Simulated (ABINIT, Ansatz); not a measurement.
# Lattice dynamics of Rhodium (Fm-3m) in two programs, part 3 of 4

Aim: the phonon dispersion of Rhodium (Fm-3m), checked by a second program.

ABINIT 10.8.3; DFT PBE, scalar-relativistic, plane waves, PseudoDojo norm-conserving pseudopotentials.

So far. Step 3 (Relaxation): The volume changes by +3.0 % in this run and stands +3.0 % from the first cell. Step 4 (Self-consistent run for the response): The cell stands at -1.2 GPa: the relaxation ran with a smoothed and higher cutoff, and the difference is a stress of the finite basis. The relaxed cell has a = 3.833 Å (conventional setting).

The database entry behind the starting cell differs from later determinations by our own check (an axis about 0.2 % short against later determinations), so it need not match the best structure at ambient conditions.

**7. Dispersion**

anaddb transforms the dynamical matrices to force constants and back along the path; points of the mesh come back as solved, but for the sum rule and, in polar crystals, the LO-TO term at Γ; the rest is interpolation.

Input file anaddb.abi:

```
ddb_filepath "all_DDB"
output_file "anaddb.abo"
outdata_prefix "anaddb"
ifcflag 1
ngqpt 4 4 4
nqshft 1
q1shft 0.0 0.0 0.0
asr 1
chneut 0
dipdip 0
dipquad 0
quadquad 0
enunit 0
eivec 0
nph1l 62
qph1l 
    0.0 0.0 0.0 1.0
    0.05 0.0 0.05 1.0
    0.1 0.0 0.1 1.0
    0.15 0.0 0.15 1.0
    0.2 0.0 0.2 1.0
    0.25 0.0 0.25 1.0
    0.3 0.0 0.3 1.0
    0.35 0.0 0.35 1.0
    0.4 0.0 0.4 1.0
    0.45 0.0 0.45 1.0
    0.5 0.0 0.5 1.0
    0.5125 0.025 0.5125 1.0
    0.525 0.05 0.525 1.0
    0.5375 0.075 0.5375 1.0
    0.55 0.1 0.55 1.0
    0.5625 0.125 0.5625 1.0
    0.575 0.15 0.575 1.0
    0.5875 0.175 0.5875 1.0
    0.6 0.2 0.6 1.0
    0.6125 0.225 0.6125 1.0
    0.625 0.25 0.625 1.0
    0.375 0.375 0.75 1.0
    0.3375 0.3375 0.675 1.0
    0.3 0.3 0.6 1.0
    0.2625 0.2625 0.525 1.0
    0.225 0.225 0.45 1.0
    0.1875 0.1875 0.375 1.0
    0.15 0.15 0.3 1.0
    0.1125 0.1125 0.225 1.0
    0.075 0.075 0.15 1.0
    0.0375 0.0375 0.075 1.0
    0.0 0.0 0.0 1.0
    0.05 0.05 0.05 1.0
    0.1 0.1 0.1 1.0
    0.15 0.15 0.15 1.0
    0.2 0.2 0.2 1.0
    0.25 0.25 0.25 1.0
    0.3 0.3 0.3 1.0
    0.35 0.35 0.35 1.0
    0.4 0.4 0.4 1.0
    0.45 0.45 0.45 1.0
    0.5 0.5 0.5 1.0
    0.5 0.475 0.525 1.0
    0.5 0.45 0.55 1.0
    0.5 0.425 0.575 1.0
    0.5 0.4 0.6 1.0
    0.5 0.375 0.625 1.0
    0.5 0.35 0.65 1.0
    0.5 0.325 0.675 1.0
    0.5 0.3 0.7 1.0
    0.5 0.275 0.725 1.0
    0.5 0.25 0.75 1.0
    0.5 0.225 0.725 1.0
    0.5 0.2 0.7 1.0
    0.5 0.175 0.675 1.0
    0.5 0.15 0.65 1.0
    0.5 0.125 0.625 1.0
    0.5 0.1 0.6 1.0
    0.5 0.075 0.575 1.0
    0.5 0.05 0.55 1.0
    0.5 0.025 0.525 1.0
    0.5 0.0 0.5 1.0
```

Input file mrgddb.in:

```
all_DDB
merged
8
dfpt_gammao_DDB
dfpt_qo_DS1_DDB
dfpt_qo_DS2_DDB
dfpt_qo_DS3_DDB
dfpt_qo_DS4_DDB
dfpt_qo_DS5_DDB
dfpt_qo_DS6_DDB
dfpt_qo_DS7_DDB
```

Run with:

```sh
> mrgddb < mrgddb.in > mrgddb.log
> OMP_NUM_THREADS=1 anaddb anaddb.abi > anaddb.log
```

anaddb.abo, the main output file:

```text
[banners, grids, parts of the stress and lines that vanish by symmetry left out]
-outvars_anaddb: echo values of input variables ----------------------

 Flags :
[...]
Phonon wavevector (reduced coordinates) :  0.00000  0.00000  0.00000
 Phonon energies in Hartree :
[...]
Phonon frequencies in cm-1    :
-  0.000000E+00  0.000000E+00  0.000000E+00
[...]
Phonon wavevector (reduced coordinates) :  0.05000  0.00000  0.05000
 Phonon energies in Hartree :
[...]
Phonon frequencies in cm-1    :
-  2.849991E+01  2.849991E+01  5.064224E+01
[...]
Phonon wavevector (reduced coordinates) :  0.10000  0.00000  0.10000
 Phonon energies in Hartree :
[...]
Phonon frequencies in cm-1    :
-  5.658909E+01  5.658909E+01  9.835578E+01
[...]
Phonon wavevector (reduced coordinates) :  0.15000  0.00000  0.15000
 Phonon energies in Hartree :
[...]
Phonon frequencies in cm-1    :
-  8.355073E+01  8.355073E+01  1.404091E+02
[...]
Phonon wavevector (reduced coordinates) :  0.20000  0.00000  0.20000
 Phonon energies in Hartree :
[...]
Phonon frequencies in cm-1    :
-  1.083556E+02  1.083556E+02  1.745685E+02
  Phonon wavevector (reduced coordinates) :  0.25000  0.00000  0.25000
 Phonon energies in Hartree :
[...]
Phonon frequencies in cm-1    :
-  1.299605E+02  1.299605E+02  1.994964E+02
  Phonon wavevector (reduced coordinates) :  0.30000  0.00000  0.30000
 Phonon energies in Hartree :
[...]
Phonon frequencies in cm-1    :
-  1.476543E+02  1.476543E+02  2.151157E+02
  Phonon wavevector (reduced coordinates) :  0.35000  0.00000  0.35000
 Phonon energies in Hartree :
[...]
Phonon frequencies in cm-1    :
-  1.611935E+02  1.611935E+02  2.227496E+02
  Phonon wavevector (reduced coordinates) :  0.40000  0.00000  0.40000
 Phonon energies in Hartree :
[...]
Phonon frequencies in cm-1    :
-  1.706718E+02  1.706718E+02  2.248842E+02
  Phonon wavevector (reduced coordinates) :  0.45000  0.00000  0.45000
 Phonon energies in Hartree :
[...]
Phonon frequencies in cm-1    :
-  1.762770E+02  1.762770E+02  2.244963E+02
  Phonon wavevector (reduced coordinates) :  0.50000  0.00000  0.50000
 Phonon energies in Hartree :
[...]
Phonon frequencies in cm-1    :
-  1.781332E+02  1.781332E+02  2.240466E+02
  Phonon wavevector (reduced coordinates) :  0.51250  0.02500  0.51250
 Phonon energies in Hartree :
[...]
Phonon frequencies in cm-1    :
-  1.780039E+02  1.782837E+02  2.238288E+02
  Phonon wavevector (reduced coordinates) :  0.52500  0.05000  0.52500
 Phonon energies in Hartree :
[...]
Phonon frequencies in cm-1    :
-  1.776178E+02  1.787351E+02  2.231793E+02
  Phonon wavevector (reduced coordinates) :  0.53750  0.07500  0.53750
 Phonon energies in Hartree :
[...]
Phonon frequencies in cm-1    :
-  1.769797E+02  1.794866E+02  2.221091E+02
[...]
Phonon wavevector (reduced coordinates) :  0.50000  0.17500  0.67500
 Phonon energies in Hartree :
[...]
Phonon frequencies in cm-1    :
-  1.772603E+02  1.850117E+02  2.065330E+02
  Phonon wavevector (reduced coordinates) :  0.50000  0.15000  0.65000
 Phonon energies in Hartree :
[...]
Phonon frequencies in cm-1    :
-  1.773526E+02  1.827937E+02  2.105079E+02
  Phonon wavevector (reduced coordinates) :  0.50000  0.12500  0.62500
 Phonon energies in Hartree :
[...]
Phonon frequencies in cm-1    :
-  1.774853E+02  1.810835E+02  2.142215E+02
  Phonon wavevector (reduced coordinates) :  0.50000  0.10000  0.60000
 Phonon energies in Hartree :
[...]
Phonon frequencies in cm-1    :
-  1.776499E+02  1.798433E+02  2.175227E+02
  Phonon wavevector (reduced coordinates) :  0.50000  0.07500  0.57500
 Phonon energies in Hartree :
[...]
Phonon frequencies in cm-1    :
-  1.778258E+02  1.790060E+02  2.202683E+02
  Phonon wavevector (reduced coordinates) :  0.50000  0.05000  0.55000
 Phonon energies in Hartree :
[...]
Phonon frequencies in cm-1    :
-  1.779837E+02  1.784899E+02  2.223314E+02
  Phonon wavevector (reduced coordinates) :  0.50000  0.02500  0.52500
 Phonon energies in Hartree :
[...]
Phonon frequencies in cm-1    :
-  1.780937E+02  1.782173E+02  2.236123E+02
  Phonon wavevector (reduced coordinates) :  0.50000  0.00000  0.50000
 Phonon energies in Hartree :
[...]
Phonon frequencies in cm-1    :
-  1.781332E+02  1.781332E+02  2.240466E+02
-
```

It took 0.54 s on 1 thread of Arm Neoverse V1, shared host.

This step gave:

| Quantity | Value |
| --- | --- |
| lowest frequency on the path | 0 cm⁻¹ |

Anaddb. Phonon branches along the path, in cm⁻¹:

```tsv
point	branch 1	branch 2	branch 3
Γ	0	0	0
halfway	130	130	200
X	178	178	224
halfway	175	182	219
U	166	193	205
jump to K	166	193	205
halfway	110	133	205
Γ	0	0	0
halfway	95	95	190
L	134	134	233
halfway	152	170	217
W	177	194	194
halfway	178	181	214
X	178	178	224
```

The phonon branches as a text plot (rows in cm⁻¹):

```
    228 |         ****                         ******           *
    218 |       **    ***    ***              *      **       **
    209 |                ** *   *            *         **   **
    199 |      *           *                             ***
    189 |               ****                *           ** **
    180 |           ****    *    *                     * ********
    170 |    **   **    ***  **                       *
    160 |        *         *               *         * **
    150 |       *           *  *  **                ***
    141 |   *                **                    **
    131 |      *                *         *    ****
    121 |                      *              *
    112 |    **                 **  *        *
    102 |  *
     92 |                        *       *  *
     82 |   *                     **       *
     73 |                         **
     63 |                           *     *
     53 | **                         *
     44 |                           *   **
     34 |                            *
     24 | *                          *  *
     15 |
      5 |*                            **
         Γ           X  U|K            Γ         L        W     X
```

All branches are real along the path.

**8. Density of states**

Sums over the zone need many more wavevectors than were solved, so the interpolation is sampled on a dense mesh.

Input file anaddb.abi:

```
ddb_filepath "all_DDB"
output_file "anaddb.abo"
outdata_prefix "anaddb"
ifcflag 1
ngqpt 4 4 4
nqshft 1
q1shft 0.0 0.0 0.0
asr 1
chneut 0
dipdip 0
dipquad 0
quadquad 0
prtdos 2
ng2qpt 20 20 20
dosdeltae 4.5563e-06
ntemper 11
temperinc 100.0
tempermin 0.0
```

Run with:

```sh
> OMP_NUM_THREADS=1 anaddb anaddb.abi > anaddb.log
```

anaddb.abo, the main output file:

```text
[banners, grids, parts of the stress and lines that vanish by symmetry left out]
-outvars_anaddb: echo values of input variables ----------------------

 Flags :
     ifcflag         1
 Miscellaneous information :
         asr         1
      chneut         0
 Interatomic Force Constants Inputs :
      dipdip         0
     dipquad         0
    quadquad         0
      ifcana         0
      ifcout         0
 Description of grid 1 :
        brav         1
       ngqpt         4         4         4
      nqshft         1
      q1shft
                     0.00000000E+00  0.00000000E+00  0.00000000E+00
 Phonon DOS information :
   dosdeltae  4.55630000E-06
    dossmear  4.55633525E-06
 Description of grid 2 (Fourier interp. or BZ sampling):
      ng2qpt        20        20        20
      ngrids         4
      q2shft         0.00000000E+00  0.00000000E+00  0.00000000E+00

================================================================================

 read the DDB information and perform some checks

  ==== Info on the Cryst% object ====
 Real(R)+Recip(G) space primitive vectors, cartesian coordinates (Bohr,Bohr^-1):
 R(1)=  0.0000000  3.6219852  3.6219852  G(1)= -0.1380458  0.1380458  0.1380458
 R(2)=  3.6219852  0.0000000  3.6219852  G(2)=  0.1380458 -0.1380458  0.1380458
 R(3)=  3.6219852  3.6219852  0.0000000  G(3)=  0.1380458  0.1380458 -0.1380458
 Unit cell volume ucvol=  9.5032035E+01 bohr^3
 Angles (23,13,12)=  6.00000000E+01  6.00000000E+01  6.00000000E+01 degrees
 Time-reversal symmetry is present
 Reduced atomic positions [iatom, xred, symbol]:
    1)    0.0000000  0.0000000  0.0000000  Rh

 DDB file with 8 blocks has been read.

================================================================================

 Calculation of the interatomic forces

       Homogeneous q point set in the B.Z.
 Grid q points  :       64
  1)   0.00000000E+00  0.00000000E+00  0.00000000E+00
  2)   2.50000000E-01  0.00000000E+00  0.00000000E+00
  3)   5.00000000E-01  0.00000000E+00  0.00000000E+00
  4)  -2.50000000E-01  0.00000000E+00  0.00000000E+00
  5)   0.00000000E+00  2.50000000E-01  0.00000000E+00
  6)   2.50000000E-01  2.50000000E-01  0.00000000E+00
  7)   5.00000000E-01  2.50000000E-01  0.00000000E+00
  8)  -2.50000000E-01  2.50000000E-01  0.00000000E+00
  9)   0.00000000E+00  5.00000000E-01  0.00000000E+00
 10)   2.50000000E-01  5.00000000E-01  0.00000000E+00
 11)   5.00000000E-01  5.00000000E-01  0.00000000E+00
 12)  -2.50000000E-01  5.00000000E-01  0.00000000E+00
 13)   0.00000000E+00 -2.50000000E-01  0.00000000E+00
 14)   2.50000000E-01 -2.50000000E-01  0.00000000E+00
[...]
58)   2.50000000E-01  5.00000000E-01 -2.50000000E-01
 59)   5.00000000E-01  5.00000000E-01 -2.50000000E-01
 60)  -2.50000000E-01  5.00000000E-01 -2.50000000E-01
 61)   0.00000000E+00 -2.50000000E-01 -2.50000000E-01
 62)   2.50000000E-01 -2.50000000E-01 -2.50000000E-01
 63)   5.00000000E-01 -2.50000000E-01 -2.50000000E-01
 64)  -2.50000000E-01 -2.50000000E-01 -2.50000000E-01

 The interatomic forces have been obtained

================================================================================

 Calculation of phonon density of states

 Average speed of sound partial sums:     0.1709319946E-02 (at units)
-                                   =           3.7395 [km/s]

 Debye frequency from partial sums:     0.1459991569E-02 (Ha)
-                                 =     0.9606283054E+01 (THz)
-Debye temperature from partial sums:     0.4610288741E+03 (K)

 Average speed of sound:     0.1805640212E-02 (at units)
-                      =           3.9502 [km/s]

 Debye frequency from DOS:     0.1542262168E-02 (Ha)
-                        =     0.1014759759E+02 (THz)
-Debye temperature from DOS:     0.4870078745E+03 (K)

-
```

Wall time 0.7 s (1 thread).

This step gave:

```
share of modes beyond 3i cm⁻¹ on the dense interpolated mesh : 0
zero-point energy per atom                                   : 31.29 meV
heat capacity at 300 K                                       : 23.57 J/(mol atoms K)
vibrational entropy at 300 K                                 : 31.82 J/(mol atoms K)
```

The phonon density of states has structure finer than the step of the table below, so its rows give means over 10 cm⁻¹, whole bins alone (the curve runs from -30 to 263 cm⁻¹). Peaks (cm⁻¹: height): 175.0: 0.0348, 218.0: 0.0608.

Tetrahedra. Table of phonon density of states by wavenumber; means over each step:

```tsv
wavenumber (cm⁻¹)	phonon density of states (1/cm⁻¹/cell)
0	0
10	1.7e-5
20	8.8e-5
30	3.1e-4
40	5.8e-4
50	9.9e-4
60	0.00149
70	0.00214
80	0.00304
90	0.00413
100	0.00570
110	0.00787
120	0.0112
130	0.0179
140	0.0258
150	0.0283
160	0.0308
170	0.0330
180	0.0239
190	0.0134
200	0.0100
210	0.0308
220	0.0430
230	0.00550
240	0
```

Harmonic thermodynamic functions per atom, summed over the density of states scaled to three modes an atom; melting is ignored. Thermodynamic functions:

```tsv
T (K)	F_vib (meV/atom)	S (J/mol-atom/K)	C_V (J/mol-atom/K)
0	31.29	0	0
50	31.07	1.863	5.516
100	28.3	9.171	15.63
200	11.45	22.54	22
300	-16.99	31.82	23.57
400	-53.69	38.69	24.16
500	-96.7	44.11	24.44
600	-144.8	48.58	24.59
700	-197.2	52.38	24.68
800	-253.2	55.68	24.74
900	-312.5	58.6	24.79
1000	-374.6	61.21	24.82
```

At 300 K the heat capacity has reached 95 % of the Dulong-Petit value.

[end of part 3 of 4]

[Host names and launcher messages were left out of these logs when they were recorded.]

[Logs are printed without paths, hosts, clocks, repeated set-up lines and the standing remarks that a program may print on its own settings, such as how far it seeks lower states.]

[Hosts, paths, dates, database ids (printed as entryN), source tags and the programs' standing remarks are cut or masked in the printed files.]
